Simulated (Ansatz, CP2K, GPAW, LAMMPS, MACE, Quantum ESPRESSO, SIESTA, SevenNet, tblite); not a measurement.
# Quantum ESPRESSO on glassy 70P2O5-10Al2O3-20CaO (mol %) (58 atoms): settings compared

How far do other settings of Quantum ESPRESSO move the forces in glassy 70P2O5-10Al2O3-20CaO (mol %) (58 atoms)? One run of the same program serves as the yardstick.

Calculated with Quantum ESPRESSO 7.5; the method is named at each step.

### 1. Set-up

The cell holds 58 atoms: 14 P, 2 Al, 2 Ca and 40 O. Cell: a = 9.332 Å, b = 9.332 Å, c = 9.332 Å, α = 90.0°, β = 90.0°, γ = 90.0°. 58 atoms (14 P, 2 Al, 2 Ca, 40 O) placed at random at 2.49 g/cm³, melted at 4000 K for 10 ps at fixed volume with the Morse and Coulomb pair potential with partial charges (Pedone, Malavasi, Menziani, Cormack and Segre, J. Phys. Chem. B 110, 11780 (2006)). Quenched from 4000 K to 300 K at 5 K/ps and fixed volume, held 10 ps at zero pressure.

The yardstick, on the same geometry:

```
method                                           : Kohn-Sham DFT, PBE, SSSP efficiency 1.3.0 pseudopotentials, plane waves (Quantum ESPRESSO 7.5); sssp-pbe-1.3.0-efficiency, cutoffs 60/480 Ry, Γ point
r.m.s. force component                           : 1.709 eV/Å
longest force                                    : 7.441 eV/Å
pressure                                         : 2.23 GPa
gap (highest filled to lowest empty level) : 0.7053 eV
time                                             : 2.3 min on 2 MPI ranks of Arm Neoverse V2, shared host
CPU time                                         : 4.6 min
```

### 2. PBE, sssp-1.3.0-efficiency, 35/280 Ry

Method: Kohn-Sham DFT, PBE, SSSP efficiency 1.3.0 pseudopotentials, plane waves.

The input, pw.in:

```
&control
  calculation = 'scf'
  pseudo_dir = './pseudo'
  outdir = './tmp'
  disk_io = 'none'
  tprnfor = .true.
  tstress = .true.
/
&system
  ibrav = 0
  nat = 58
  ntyp = 4
  ecutwfc = 35
  ecutrho = 280
  nosym = .true.
  occupations = 'smearing'
  smearing = 'fd'
  degauss = 0.003675
/
&electrons
  conv_thr = 2.9e-07
  electron_maxstep = 100
  mixing_beta = 0.4
  mixing_mode = 'plain'
  diagonalization = 'david'
/
ATOMIC_SPECIES
P 30.974 P.upf
Al 26.982 Al.upf
Ca 40.078 Ca.upf
O 15.999 O.upf
CELL_PARAMETERS angstrom
9.33176 0.00000 0.00000
0.00000 9.33176 0.00000
0.00000 0.00000 9.33176
ATOMIC_POSITIONS crystal
P 0.96134 0.55846 0.04248
P 0.24478 0.21348 0.10247
P 0.97842 0.26931 0.91185
P 0.51680 0.88921 0.50080
P 0.37160 0.59155 0.51858
P 0.18058 0.88720 0.16270
P 0.61773 0.45439 0.71143
P 0.71760 0.74869 0.15446
P 0.82040 0.93661 0.62034
P 0.62786 0.31576 0.28471
P 0.40671 0.64716 0.18509
P 0.19021 0.30966 0.41895
P 0.30055 0.10087 0.64485
P 0.54101 0.26140 0.97283
Al 0.87619 0.26608 0.53491
Al 0.76979 0.01924 0.94584
Ca 0.99418 0.67923 0.40411
Ca 0.10145 0.78530 0.77238
O 0.38503 0.20722 0.73796
O 0.89277 0.15088 0.96976
O 0.23967 0.65711 0.59035
O 0.03573 0.33470 0.44682
O 0.49734 0.90377 0.34516
O 0.61998 0.30738 0.11756
O 0.77677 0.75564 0.30065
O 0.20876 0.27168 0.25320
O 0.48006 0.49496 0.62217
O 0.38311 0.63878 0.34720
O 0.91650 0.40429 0.98356
O 0.80535 0.93880 0.78514
O 0.29758 0.77227 0.14018
O 0.05324 0.60944 0.92200
O 0.93337 0.81951 0.58979
O 0.04425 0.55440 0.18074
O 0.12770 0.25425 0.99561
O 0.82578 0.63799 0.06990
O 0.06702 0.86837 0.05817
O 0.87640 0.08161 0.57259
O 0.28259 0.44047 0.46039
O 0.57681 0.38030 0.86418
O 0.98766 0.28449 0.75234
O 0.47333 0.73991 0.55125
O 0.72809 0.89058 0.07777
O 0.71755 0.35106 0.63761
O 0.19621 0.03099 0.74429
O 0.62481 0.47060 0.31782
O 0.69910 0.58935 0.74336
O 0.39406 0.22579 0.03698
O 0.49794 0.23505 0.33714
O 0.23678 0.18108 0.51593
O 0.75877 0.25198 0.35937
O 0.41741 0.99489 0.58302
O 0.56325 0.68660 0.14404
O 0.23639 0.04503 0.12980
O 0.61870 0.12821 0.91997
O 0.36657 0.51244 0.10788
O 0.13108 0.87472 0.31401
O 0.66763 0.91954 0.55755
K_POINTS gamma
```

Command:

```sh
OMP_NUM_THREADS=1 mpirun -np 2 pw.x -in pw.in > output.txt
```

The program printed:

```text
Program PWSCF
     gamma-point specific algorithms are used
     Parallelization info
     sticks:   dense  smooth     PW     G-vecs:    dense   smooth      PW
     Min        3458    1727    433               216887    76701    9605
     Max        3459    1730    436               216890    76710    9608
     Sum        6917    3457    869               433777   153411   19213
     bravais-lattice index     =            0
     lattice parameter (alat)  =      17.6345  a.u.
     unit-cell volume          =    5483.8717 (a.u.)^3
     number of atoms/cell      =           58
     number of atomic types    =            4
     number of electrons       =       336.00
     number of Kohn-Sham states=          202
     kinetic-energy cutoff     =      35.0000  Ry
     charge density cutoff     =     280.0000  Ry
     scf convergence threshold =      2.9E-07
     mixing beta               =       0.4000
     number of iterations used =            8  plain     mixing
     Exchange-correlation= SLA  PW   PBX  PBC
                           (   1   4   3   4   0   0   0)
     crystal axes: (cart. coord. in units of alat)
               a(1) = (   1.000000   0.000000   0.000000 )
               a(2) = (   0.000000   1.000000   0.000000 )
               a(3) = (   0.000000   0.000000   1.000000 )
     reciprocal axes: (cart. coord. in units 2 pi/alat)
               b(1) = (  1.000000  0.000000  0.000000 )
               b(2) = (  0.000000  1.000000  0.000000 )
               b(3) = (  0.000000  0.000000  1.000000 )
     PseudoPot. # 1 for P :
     Pseudo is Ultrasoft + core correction, Zval =  5.0
     PseudoPot. # 2 for Al:
     Pseudo is Projector augmented-wave + core cor, Zval =  3.0
     PseudoPot. # 3 for Ca:
     Pseudo is Ultrasoft + core correction, Zval = 10.0
     PseudoPot. # 4 for O :
     Pseudo is Projector augmented-wave + core cor, Zval =  6.0
     atomic species   valence    mass     pseudopotential
     P                 5.00    30.97400     P ( 1.00)
     Al                3.00    26.98200     Al( 1.00)
     Ca               10.00    40.07800     Ca( 1.00)
     O                 6.00    15.99900     O ( 1.00)
     No symmetry found
   Cartesian axes
     number of k points=     1  Fermi-Dirac smearing, width (Ry)=  0.0037
                       cart. coord. in units 2pi/alat
        k(    1) = (   0.0000000   0.0000000   0.0000000), wk =   2.0000000
     Dense  grid:   216889 G-vectors     FFT dimensions: (  96,  96,  96)
     Smooth grid:    76706 G-vectors     FFT dimensions: (  72,  72,  72)
     Check: negative core charge=   -0.000003
     Initial potential from superposition of free atoms
     starting charge     335.9822, renormalised to     336.0000
     Starting wfcs are  244 randomized atomic wfcs
     Self-consistent Calculation
     iteration #  1     ecut=    35.00 Ry     beta= 0.40
     total energy              =   -2090.85736236 Ry
     estimated scf accuracy    <      15.03075776 Ry
     iteration #  2     ecut=    35.00 Ry     beta= 0.40
     total energy              =   -2094.28743028 Ry
     estimated scf accuracy    <       0.69737208 Ry
     iteration #  3     ecut=    35.00 Ry     beta= 0.40
     total energy              =   -2094.33650773 Ry
     estimated scf accuracy    <       0.21912085 Ry
     iteration #  4     ecut=    35.00 Ry     beta= 0.40
     total energy              =   -2094.35363839 Ry
     estimated scf accuracy    <       0.03578957 Ry
     iteration #  5     ecut=    35.00 Ry     beta= 0.40
     total energy              =   -2094.35471557 Ry
     estimated scf accuracy    <       0.00637001 Ry
     iteration #  6     ecut=    35.00 Ry     beta= 0.40
     total energy              =   -2094.35527205 Ry
     estimated scf accuracy    <       0.00063045 Ry
     iteration #  7     ecut=    35.00 Ry     beta= 0.40
     total energy              =   -2094.35545816 Ry
     estimated scf accuracy    <       0.00023489 Ry
     iteration #  8     ecut=    35.00 Ry     beta= 0.40
     total energy              =   -2094.35550135 Ry
     estimated scf accuracy    <       0.00000985 Ry
     iteration #  9     ecut=    35.00 Ry     beta= 0.40
     total energy              =   -2094.35550345 Ry
     estimated scf accuracy    <       0.00000752 Ry
     iteration # 10     ecut=    35.00 Ry     beta= 0.40
     total energy              =   -2094.35550463 Ry
     estimated scf accuracy    <       0.00000037 Ry
     iteration # 11     ecut=    35.00 Ry     beta= 0.40
     total energy              =   -2094.35550478 Ry
     estimated scf accuracy    <       0.00000036 Ry
     iteration # 12     ecut=    35.00 Ry     beta= 0.40
     End of self-consistent calculation
          k = 0.0000 0.0000 0.0000 (  9607 PWs)   bands (ev):
   -36.1505 -36.0097 -21.5691 -20.5963 -20.3361 -19.8074 -19.6694 -19.5998
   -19.1971 -19.1459 -18.8386 -18.7934 -18.5847 -18.4240 -18.0570 -18.0048
   -17.8107 -17.6266 -17.5555 -17.4095 -17.3085 -17.2533 -17.2197 -17.2050
   -17.1068 -17.0749 -17.0609 -16.9884 -16.8426 -16.6551 -16.2269 -16.0519
   -15.9222 -15.7284 -15.6025 -15.5563 -15.4372 -15.3546 -15.1807 -14.9273
   -14.8170 -14.4978 -14.3925 -14.2889 -13.8997 -13.4690 -12.9637 -12.2462
   -12.0547 -10.6467 -10.0058  -9.6540  -9.5946  -9.1135  -9.0215  -8.5623
    -8.2228  -7.9663  -7.4857  -7.3327  -6.8263  -6.6487  -6.6202  -6.5071
    -6.1812  -5.9566  -5.3235  -5.0069  -4.9156  -4.7451  -4.5325  -3.9980
    -3.7857  -3.6623  -3.5867  -3.4813  -3.3919  -3.3666  -3.1762  -3.0129
    -2.9560  -2.8950  -2.7855  -2.7196  -2.6330  -2.4696  -2.3971  -2.3434
    -2.2853  -2.2489  -2.1875  -2.1374  -2.0350  -1.9219  -1.8616  -1.7952
[...]
2.8365   3.0701   3.1223   3.2090   3.4397   3.9686   4.3845   4.8693
     5.5653   6.6136   7.3671   7.7894   7.9822   8.1922   8.4593   8.5509
     8.6832   8.8492   8.9498   9.0405   9.1496   9.2357   9.2591   9.4412
     9.5093   9.6052   9.6626   9.8133   9.8986   9.9610  10.0702  10.1326
    10.2255  10.2452  10.3386  10.5000  10.5551  10.6716  10.7641  10.8558
    10.8973  10.9203
     the Fermi energy is     5.2173 ev
!    total energy              =   -2094.35550485 Ry
     estimated scf accuracy    <       0.00000001 Ry
     smearing contrib. (-TS)   =      -0.00011096 Ry
     internal energy E=F+TS    =   -2094.35539390 Ry
     The total energy is F=E-TS. E is the sum of the following terms:
     one-electron contribution =   -1032.17305953 Ry
     hartree contribution      =     679.66059392 Ry
     xc contribution           =    -394.67011694 Ry
     ewald contribution        =    -897.70354966 Ry
     one-center paw contrib.   =    -449.46926168 Ry
     convergence has been achieved in  12 iterations
     Forces acting on atoms (cartesian axes, Ry/au):
     atom    1 type  1   force =     0.18441212   -0.00605632    0.01014040
     atom    2 type  1   force =    -0.02605896   -0.15897575    0.04281915
     atom    3 type  1   force =     0.00222516    0.07677545   -0.10064652
     atom    4 type  1   force =    -0.10426431   -0.01609146   -0.13431790
     atom    5 type  1   force =     0.03736761    0.06563505    0.01621359
     atom    6 type  1   force =    -0.08189670   -0.01057004    0.08783774
     atom    7 type  1   force =     0.11731624    0.11986029   -0.03202959
     atom    8 type  1   force =     0.08424532   -0.01523075    0.04157484
     atom    9 type  1   force =     0.07502412    0.01040354    0.04441570
     atom   10 type  1   force =    -0.10729816    0.00619236    0.20648061
     atom   11 type  1   force =    -0.06584572   -0.10877806   -0.03287678
     atom   12 type  1   force =     0.14629027    0.03660726    0.06054992
[...]
atom   54 type  4   force =     0.06959765    0.12161065   -0.01993589
     atom   55 type  4   force =    -0.05365638   -0.01100878    0.00410695
     atom   56 type  4   force =     0.00802655    0.03319710   -0.00032193
     atom   57 type  4   force =    -0.00223299    0.00178141    0.06638047
     atom   58 type  4   force =     0.05723117   -0.00096170    0.02488076
     Total force =     0.879895     Total SCF correction =     0.000219
     Computing stress (Cartesian axis) and pressure
          total   stress  (Ry/bohr**3)                   (kbar)     P=      -90.66
  -0.00055597   0.00007070  -0.00004760          -81.79       10.40       -7.00
   0.00007070  -0.00053235   0.00002646           10.40      -78.31        3.89
  -0.00004760   0.00002646  -0.00076059           -7.00        3.89     -111.89
     Message from routine punch:
     Nothing written, as per user request (disk_io='none')
```

Wall time 68 s (2 MPI ranks of Arm Neoverse V2, shared host); peak memory 1.1 GiB; 2.3 min of CPU time.

Banners, paths, timers and routine set-up lines are dropped from the logs unmarked, and long logs keep their key lines alone; longer cuts are marked.

Against the reference:

* r.m.s. force component: 1.715 eV/Å
* r.m.s. difference of force components: 18.86 meV/Å
* longest difference of force vectors: 80.06 meV/Å
* force difference over r.m.s. force: 1.103 %
* slope of forces against the reference's: 1.003
* correlation of force components: 0.9999
* gap (highest filled to lowest empty level): 0.696 eV
* gap difference: -0.0093 eV
* pressure: -9.066 GPa
* pressure difference: -11.3 GPa
* energy less the same-level run's: 143.8 meV/atom
* r.m.s. force difference from the same-level run: 18.86 meV/Å

This is a coarse setting, run to see what it loses.

Length of the force difference by element (eV/Å):

| element | atoms | mean | most |
| --- | --- | --- | --- |
| Al | 2 | 0.0042 | 0.0048 |
| Ca | 2 | 0.0017 | 0.0026 |
| O | 40 | 0.035 | 0.080 |
| P | 14 | 0.012 | 0.024 |

Levels nearest the highest filled one (eV from it): -2.26, -2.21, -2.10, -2.07, -2.03, -1.80, -1.75, -1.66, -1.43, -0.90, -0.48, 0.00, 0.70, 1.74, 2.50, 2.92, 3.11, 3.32, 3.59, 3.68, 3.81, 3.98, 4.08, 4.17.

Local excerpt of 9 atoms (numbers count through the whole input) about P13, which bears the longest force; x, y, z are measured from there.

| atom | x | y | z | distance (Å) | bonds | Fx | Fy | Fz (eV/Å) |
| --- | --- | --- | --- | --- | --- | --- | --- | --- |
| P13 | 0.00 | 0.00 | 0.00 | 0.00 | 4 | 4.01 | 1.70 | 6.03 |
| O45 | -0.97 | -0.65 | 0.93 | 1.49 | 2 | -1.71 | -2.32 | -0.85 |
| O19 | 0.79 | 0.99 | 0.87 | 1.54 | 1 | -0.40 | -0.07 | -1.27 |
| O50 | -0.60 | 0.75 | -1.20 | 1.54 | 2 | -1.67 | 0.67 | -3.54 |
| O52 | 1.09 | -0.99 | -0.58 | 1.58 | 2 | -0.43 | -0.03 | 0.43 |
| P12 | -1.03 | 1.95 | -2.11 | 3.05 | 4 | 3.76 | 0.94 | 1.56 |
| P4 | 2.02 | -1.98 | -1.34 | 3.13 | 4 | -2.68 | -0.41 | -3.45 |
| O41 | -2.92 | 1.71 | 1.00 | 3.53 | 1 | 0.43 | 0.01 | 0.15 |
| O39 | -0.17 | 3.17 | -1.72 | 3.61 | 2 | -1.06 | -1.89 | -0.83 |

Forces lie 1.1 % from the reference's, at 0.49 times its CPU time.

The difference per atom is largest on O (0.035 eV/Å on average, against 0.012 on P).

Within one program, basis, potentials and functional, energies share a zero. Each run against its twin at the usual cutoff or grid and solver:

| run | twin | Δ energy (meV/atom) | Δ force, r.m.s. (meV/Å) | CPU time over the twin's |
| --- | --- | --- | --- | --- |
| QE PBE, sssp-1.3.0-efficiency, 35/280 Ry | sssp-1.3.0-efficiency, 60/480 Ry | 144 | 18.9 | 0.49 |

### 3. Outcome

| Item | Value |
| --- | --- |
| force difference from the reference | QE PBE, sssp-1.3.0-efficiency, 35/280 Ry (coarse), 1.1 % |
| its CPU time | 2.3 min |

What this shows: Runs with settings chosen to be coarse differ by 1.1 % (QE PBE, sssp-1.3.0-efficiency, 35/280 Ry). One electronic-structure run takes under half the reference's CPU time: QE PBE, sssp-1.3.0-efficiency, 35/280 Ry, at 1.1 % in 2.3 min against 4.6 min; its pressure misses by -11.3 GPa. PBE gaps agree with the reference's 0.705 eV within 0.010 eV. In pressure, QE PBE, sssp-1.3.0-efficiency, 35/280 Ry misses by -11.3 GPa, at the same functional; a cutoff this low leaves a large Pulay stress. The reference's pressure holds the uncorrected Pulay stress of its 60 Ry basis, so small pressure differences, and their order, may be the reference's own error. The quench rate of 5 K/ps is many orders above laboratory rates, so the cell is likely richer in defects and strain than a real sample. The network of bonds at the start is that of the classical potential that made the cell, and needn't be the one that DFT or experiment would give. The reference's stress is far from hydrostatic: its diagonal is 3.1, 3.5, 0.1 GPa, compression counted positive. The electronic-structure runs sample only Γ, in a cell whose shortest periodic width is 9 Å.

[Also dropped from logs without a mark: logging warnings of Python, and SIESTA's first energy breakdown and zero terms.]

[Logs are printed without paths, hosts, clocks, repeated set-up lines and the standing remarks that a program may print on its own settings, such as how far it seeks lower states.]

[Hosts, paths, dates, database ids (printed as entryN), source tags and the programs' standing remarks are cut or masked in the printed files.]
